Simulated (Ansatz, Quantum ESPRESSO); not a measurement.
# LaZn (Pm-3m): zone-centre phonons, part 2 of 3

Which modes does LaZn (Pm-3m) have at the zone centre?

Quantum ESPRESSO 7.5; DFT PBEsol, scalar-relativistic, plane waves, GBRV ultrasoft pseudopotentials.

So far. Step 2 (A probe with smearing): No gap opens on this mesh, so smearing is kept; the start stands at -2.5 GPa. Step 4 (Ground state): The cell stands at 0.044 GPa, close enough for phonons. The relaxed cell has a = 3.691 Å (conventional setting).

### Step 5. Linear response at Γ

At q = 0 one unit cell holds all displacements; symmetry groups them into irreducible representations that are solved one by one. With smeared occupations no response to a homogeneous field can be asked.

Input file ph.in:

```
phonons
&inputph
   prefix = 'x'
   outdir = './tmp'
   fildyn = 'g.dyn'
   tr2_ph = 1.0d-18
   alpha_mix(1) = 0.4
   nmix_ph = 8
/
0.000000000 0.000000000 0.000000000
```

Started as:

```sh
OMP_NUM_THREADS=1 mpirun -n 4 ph.x -nk 4 -in ph.in > ph.out
```

Output:

```text
[banners, grids, parts of the stress and lines that vanish by symmetry left out]
[banner, memory and clock lines left out]
Program PHONON v.7.5

     ./tmp/x.save/

     IMPORTANT: XC functional enforced from input :
     Exchange-correlation= PBESOL
                           (   1   4  10   8   0   0   0)
     Any further DFT definition will be discarded
     Please, verify this is what you really want

     G-vector sticks info

     Check: negative core charge=   -0.000002

     negative rho (up, down):  5.619E-02 0.000E+00
     Reading collected, re-writing distributed wavefunctions in ./tmp/

     Number and degeneracy of irreps per q-point
       N         xq(1)         xq(2)         xq(3)   N irreps
       1   0.000000000   0.000000000   0.000000000       2
        3   3

     Calculation of q =    0.0000000   0.0000000   0.0000000

     phonons

     bravais-lattice index     =            0
     lattice parameter (alat)  =       6.9754  a.u.
     unit-cell volume          =     339.3918 (a.u.)^3
     number of atoms/cell      =            2
     number of atomic types    =            2
     kinetic-energy cut-off    =      45.0000  Ry
     charge density cut-off    =     270.0000  Ry
     convergence threshold     =      1.0E-18
     beta                      =       0.4000
     number of iterations used =            8
     Exchange-correlation= PBESOL
                           (   1   4  10   8   0   0   0)

     celldm(1)=    6.97537  celldm(2)=    0.00000  celldm(3)=    0.00000
     celldm(4)=    0.00000  celldm(5)=    0.00000  celldm(6)=    0.00000

     crystal axes: (cart. coord. in units of alat)
               a(1) = (  1.0000  0.0000  0.0000 )
               a(2) = (  0.0000  1.0000  0.0000 )
               a(3) = (  0.0000  0.0000  1.0000 )

     reciprocal axes: (cart. coord. in units 2 pi/alat)
               b(1) = (  1.0000  0.0000  0.0000 )
               b(2) = (  0.0000  1.0000  0.0000 )
               b(3) = (  0.0000  0.0000  1.0000 )

     Atoms inside the unit cell:

     Cartesian axes

     site n.  atom      mass           positions (alat units)
        1  La    138.9055   tau(    1) = (    0.50000    0.50000    0.50000  )
        2  Zn     65.3800   tau(    2) = (    0.00000    0.00000    0.00000  )

     Computing dynamical matrix for
                    q = (   0.0000000   0.0000000   0.0000000 )

     49 Sym.Ops. (with q -> -q+G )

     G cutoff =  332.7654  (  25413 G-vectors)     FFT grid: ( 40, 40, 40)
     G cutoff =  221.8436  (  13805 G-vectors)  smooth grid: ( 30, 30, 30)

     number of k points=    35  Marzari-Vanderbilt smearing, width (Ry)=  0.0200
                       cart. coord. in units 2pi/alat
        k(    1) = (   0.0000000   0.0000000   0.0000000), wk =   0.0039062
        k(    2) = (   0.0000000   0.0000000   0.1250000), wk =   0.0234375
        k(    3) = (   0.0000000   0.0000000   0.2500000), wk =   0.0234375
        [... further k-points left out ...]

     PseudoPot. # 1 for La read from file:
     ./pseudo/La.upf
     Pseudo is Ultrasoft + core correction, Zval = 11.0
     Using radial grid of  995 points,  8 beta functions with:
                l(1) =   0
                l(2) =   0
                l(3) =   1
                l(4) =   1
                l(5) =   2
                l(6) =   2
                l(7) =   3
                l(8) =   3
     Q(r) pseudized with  8 coefficients,  rinner =    1.700   1.700   1.700
                                                       1.700   1.700   1.700
                                                       1.700

     PseudoPot. # 2 for Zn read from file:
     ./pseudo/Zn.upf
     Pseudo is Ultrasoft, Zval = 20.0
     Using radial grid of  943 points,  6 beta functions with:
                l(1) =   0
                l(2) =   0
                l(3) =   1
                l(4) =   1
                l(5) =   2
                l(6) =   2
     Q(r) pseudized with  8 coefficients,  rinner =    1.100   1.100   1.100
                                                       1.100   1.100

     Mode symmetry, O_h (m-3m)  point group:

     Atomic displacements:
     There are    2 irreducible representations

     Representation     1      3 modes -  To be done

     Representation     2      3 modes -  To be done

     Alpha used in Ewald sum =   2.5000

     negative rho (up, down):  5.619E-02 0.000E+00

     Representation #   1 modes #   1   2   3

     Self-consistent Calculation
      thresh= 1.000E-02 alpha_mix =  0.400 |ddv_scf|^2 =  1.364E-05
      thresh= 3.694E-04 alpha_mix =  0.400 |ddv_scf|^2 =  1.189E-06
      thresh= 1.090E-04 alpha_mix =  0.400 |ddv_scf|^2 =  1.244E-07
      thresh= 3.527E-05 alpha_mix =  0.400 |ddv_scf|^2 =  3.131E-09
      thresh= 5.596E-06 alpha_mix =  0.400 |ddv_scf|^2 =  2.064E-11
      thresh= 4.543E-07 alpha_mix =  0.400 |ddv_scf|^2 =  3.290E-12
      thresh= 1.814E-07 alpha_mix =  0.400 |ddv_scf|^2 =  2.571E-14
      thresh= 1.603E-08 alpha_mix =  0.400 |ddv_scf|^2 =  2.222E-16
      thresh= 1.491E-09 alpha_mix =  0.400 |ddv_scf|^2 =  5.307E-17
      thresh= 7.285E-10 alpha_mix =  0.400 |ddv_scf|^2 =  1.182E-19

     End of self-consistent calculation

     Convergence has been achieved

     Representation #   2 modes #   4   5   6

     Self-consistent Calculation
      thresh= 1.000E-02 alpha_mix =  0.400 |ddv_scf|^2 =  6.570E-07
      thresh= 8.106E-05 alpha_mix =  0.400 |ddv_scf|^2 =  2.281E-08
      thresh= 1.510E-05 alpha_mix =  0.400 |ddv_scf|^2 =  5.268E-09
      thresh= 7.258E-06 alpha_mix =  0.400 |ddv_scf|^2 =  4.343E-11
      thresh= 6.590E-07 alpha_mix =  0.400 |ddv_scf|^2 =  1.110E-12
      thresh= 1.053E-07 alpha_mix =  0.400 |ddv_scf|^2 =  1.129E-13
      thresh= 3.360E-08 alpha_mix =  0.400 |ddv_scf|^2 =  1.943E-15
      thresh= 4.408E-09 alpha_mix =  0.400 |ddv_scf|^2 =  5.641E-18
      thresh= 2.375E-10 alpha_mix =  0.400 |ddv_scf|^2 =  1.388E-18
      thresh= 1.178E-10 alpha_mix =  0.400 |ddv_scf|^2 =  6.347E-21

     End of self-consistent calculation

     Convergence has been achieved

     Number of q in the star =    1
     List of q in the star:
          1   0.000000000   0.000000000   0.000000000

     Diagonalizing the dynamical matrix

     q = (    0.000000000   0.000000000   0.000000000 )

 **************************************************************************
     freq (    1) =      -0.455220 [THz] =     -15.184489 [cm-1]
     freq (    2) =      -0.455220 [THz] =     -15.184489 [cm-1]
     freq (    3) =      -0.455220 [THz] =     -15.184489 [cm-1]
     freq (    4) =       3.601214 [THz] =     120.123563 [cm-1]
     freq (    5) =       3.601214 [THz] =     120.123563 [cm-1]
     freq (    6) =       3.601214 [THz] =     120.123563 [cm-1]
 **************************************************************************

     Mode symmetry, O_h (m-3m)  point group:

     freq (   1-   3) =        -15.2  [cm-1]   --> T_1u G_15  G_4- I
     freq (   4-   6) =        120.1  [cm-1]   --> T_1u G_15  G_4- I
```

Elapsed: 95 s, on 4 MPI ranks of Intel Xeon Platinum 8488C (Sapphire Rapids), shared host; 6.3 min of CPU time.

This step gave:

| Item | Value |
| --- | --- |
| largest acoustic frequency at the zone centre before the sum rule | -15.18 cm⁻¹ |
| highest optical zone-centre mode (no LO-TO term) | 120.1 cm⁻¹ |
| lowest optical zone-centre mode | 120.1 cm⁻¹ |

The acoustic modes at Γ come out as far as 15.2 cm⁻¹ from zero, where they should vanish, a sizeable error of basis and grid or of the response kernel of this functional.

### Step 6. Modes with the sum rule

A rigid shift of the crystal must cost nothing, but grids and finite bases break this; the acoustic sum rule is imposed before the matrix is diagonalised again.

Input file dynmat.in:

```
&input
   fildyn = 'g.dyn'
   asr = 'simple'
   fileig = 'dynmat.eig'
/
```

Started as:

```sh
dynmat.x -in dynmat.in > dynmat.out
```

Output:

```text
[banner, memory and clock lines left out]
Program DYNMAT v.7.5

     Reading Dynamical Matrix from file g.dyn
     ...Force constants read
     ...epsilon and Z* not read (not found on file)
     A direction for q was not specified:TO-LO splitting will be absent

     Polarizability (A^3 units)
     multiply by 1.000000 for Clausius-Mossotti correction
         0.000000    0.000000    0.000000
         0.000000    0.000000    0.000000
         0.000000    0.000000    0.000000

     IR activities are in (D/A)^2/amu units

# mode   [cm-1]    [THz]      IR
    1     -0.00   -0.0000    0.0000
    2     -0.00   -0.0000    0.0000
    3      0.00    0.0000    0.0000
    4    121.56    3.6443    0.0000
    5    121.56    3.6443    0.0000
    6    121.56    3.6443    0.0000
```

Run time: 0.76 s. Hardware: 1 thread.

Read from the output:

```
highest optical zone-centre mode (no LO-TO term) : 121.6 cm⁻¹
lowest optical zone-centre mode                  : 121.6 cm⁻¹
```

Unit eigenvectors of the mass-weighted matrix after the sum rule; no LO-TO term. Modes at Γ, with each element's share of the kinetic energy:

```
mode  frequency (cm⁻¹)  symmetry  La %  Zn %
   1               0.0  acoustic    68    32
   2               0.0  acoustic    68    32
   3               0.0  acoustic    68    32
   4             121.6       T1u    32    68
   5             121.6       T1u    32    68
   6             121.6       T1u    32    68
```

Displacements in mode 5 (121.6 cm⁻¹), the largest set to 1:
```
La1  0.00  0.00 -0.47
Zn2  0.00  0.00  1.00
```

The rule also moves an optical mode by 1.4 cm⁻¹.

### Step 7. Sum rules set otherwise (asr no)

Without the rule the raw error of the acoustic modes shows.

Input file dynmat.in:

```
&input
   fildyn = 'g.dyn'
   asr = 'no'
   fileig = 'dynmat.eig'
/
```

Started as:

```sh
dynmat.x -in dynmat.in > dynmat.out
```

Output:

```text
[banner, memory and clock lines left out]
Program DYNMAT v.7.5

     Reading Dynamical Matrix from file g.dyn
     ...Force constants read
     ...epsilon and Z* not read (not found on file)
     A direction for q was not specified:TO-LO splitting will be absent

     Polarizability (A^3 units)
     multiply by 1.000000 for Clausius-Mossotti correction
         0.000000    0.000000    0.000000
         0.000000    0.000000    0.000000
         0.000000    0.000000    0.000000

     IR activities are in (D/A)^2/amu units

# mode   [cm-1]    [THz]      IR
    1    -15.18   -0.4552    0.0000
    2    -15.18   -0.4552    0.0000
    3    -15.18   -0.4552    0.0000
    4    120.12    3.6012    0.0000
    5    120.12    3.6012    0.0000
    6    120.12    3.6012    0.0000
```

It took 0.72 s on 1 thread.

This step gave:

- highest optical zone-centre mode (no LO-TO term): 120.1 cm⁻¹
- lowest optical zone-centre mode: 120.1 cm⁻¹

Zone-centre frequencies as printed; negative means imaginary. Modes:

```
mode  frequency (cm⁻¹)
   1            -15.18
   2            -15.18
   3            -15.18
   4             120.1
   5             120.1
   6             120.1
```

Against the first rule no mode moves by more than 15.2 cm⁻¹.

### Step 8. Sum rules set otherwise: a sum rule for molecules or wires on a crystal

This rule also removes rotations, which suits molecules and not a crystal; it is tried to see the harm.

Input file dynmat.in:

```
&input
   fildyn = 'g.dyn'
   asr = 'zero-dim'
   fileig = 'dynmat.eig'
/
```

Started as:

```sh
dynmat.x -in dynmat.in > dynmat.out
```

Output:

```text
[banner, memory and clock lines left out]
Program DYNMAT v.7.5

     Reading Dynamical Matrix from file g.dyn
     ...Force constants read
     ...epsilon and Z* not read (not found on file)
     Acoustic Sum Rule: || Z*(ASR) - Z*(orig)|| =    0.000000E+00
     Acoustic Sum Rule: ||dyn(ASR) - dyn(orig)||=    1.381652E-01
     A direction for q was not specified:TO-LO splitting will be absent

     Polarizability (A^3 units)
     multiply by 1.000000 for Clausius-Mossotti correction
         0.000000    0.000000    0.000000
         0.000000    0.000000    0.000000
         0.000000    0.000000    0.000000

     IR activities are in (D/A)^2/amu units

# mode   [cm-1]    [THz]      IR
    1     -0.00   -0.0000    0.0000
    2      0.00    0.0000    0.0000
    3      0.00    0.0000    0.0000
    4      0.00    0.0000    0.0000
    5      0.00    0.0000    0.0000
    6    120.47    3.6117    0.0000
```

It took 0.77 s on 1 thread.

The run ended normally, but on settings that are not sound.

The fault: a sum rule for molecules or wires on a crystal; 2 optical modes are projected out to zero frequency, as if they were rotations.

For a crystal the rule has to be 'simple' or 'crystal'.

Zone-centre frequencies as printed; negative means imaginary. Modes:

```
mode  frequency (cm⁻¹)
   1                 0
   2                 0
   3                 0
   4                 0
   5                 0
   6             120.5
```

(Continued in part 3 of 3.)

[Host names and launcher messages were left out of these logs when they were recorded.]

[Logs are printed without paths, hosts, clocks, repeated set-up lines and the standing remarks that a program may print on its own settings, such as how far it seeks lower states.]

[Hosts, paths, dates, database ids (printed as entryN), source tags and the programs' standing remarks are cut or masked in the printed files.]
